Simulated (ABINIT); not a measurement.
Records of electronic-structure calculations.

### NaF (Villiaumite): G0W0 with ABINIT, start to end

It takes space group Fm-3m (No. 225, cubic). Conventional cell: a = 4.620 Å, b = 4.620 Å, c = 4.620 Å, α = 90.00°, β = 90.00°, γ = 90.00°. Na has 6 F at 2.31 Å nearest. Nearest to F lie 6 Na at 2.31 Å. Farther neighbours, and contacts between anions beyond the nearest, are not listed.

```yaml
method: RPA screening on PBE, plane waves, norm-conserving pseudopotentials (and 2 further levels or steps)
program: ABINIT 10.8.3
settings: cutoff 38 Ha, PseudoDojo scalar-relativistic 0.4.1 standard, norm-conserving, potential set dojo-sr-pbe-0.4.1-standard, ngkpt (6, 6, 6), nband 143, ecuteps 8.8 Ha, inclvkb 2, shiftk (0, 0, 0), symchi 1, awtr 1, frequency ppm, 6×6×6 k-mesh
cost: 5 runs, 1.9 min in all on 4 MPI ranks of Intel Xeon Platinum 8488C (Sapphire Rapids), shared host
notes: The database entry behind the starting cell differs from other determinations of this structure. The cell and positions come from the Crystallography Open Database and are kept as given unless a step says otherwise.
pbe_gap: 6.39 eV, direct
g0w0_gap_on_the_mesh: 10.57 eV
gw_settings: 6×6×6 mesh, 143 bands, screening to 239.5 eV, Godby-Needs plasmon pole
known_limits: short of the basis limit
```

G0W0 moves the gap on the mesh from 6.39 eV to 10.57 eV (+4.18 eV), with Z of 0.82 and 0.91 at the edges. Local fields lower the RPA ε∞ on this mesh from 1.90 to 1.80.

[Long decimals in the printed logs are rounded to 6 places.]

[Logs are printed without paths, hosts, clocks, repeated set-up lines and the standing remarks that a program may print on its own settings, such as how far it seeks lower states.]

[Paths, hosts, dates, memory and timing lines, banners, echoed tables and standing remarks are left out of the program output; an Ansatz launch command may be rebuilt from the run's recorded settings. Measured values are a selection of at most five: reports struck by readers or far from the other reports are left out. None is set beside runs whose start may be inverted or whose files or cutoffs have a known fault.]

[Runs of the session that timed out or met a known fault of the program may be left out.]

[Hosts, paths, dates, database ids (printed as entryN), source tags and the programs' standing remarks are cut or masked in the printed files.]

[G0W0 gaps are taken among the corrected bands and points alone; a level outside them can change the order at an edge.]

[Where Ansatz stands beside ABINIT at settings called matched, ABINIT's density can come from a denser mesh and the files from another edition; pairs whose starting gaps differed by over 0.03 eV were left out, so agreement reads better than it is.]
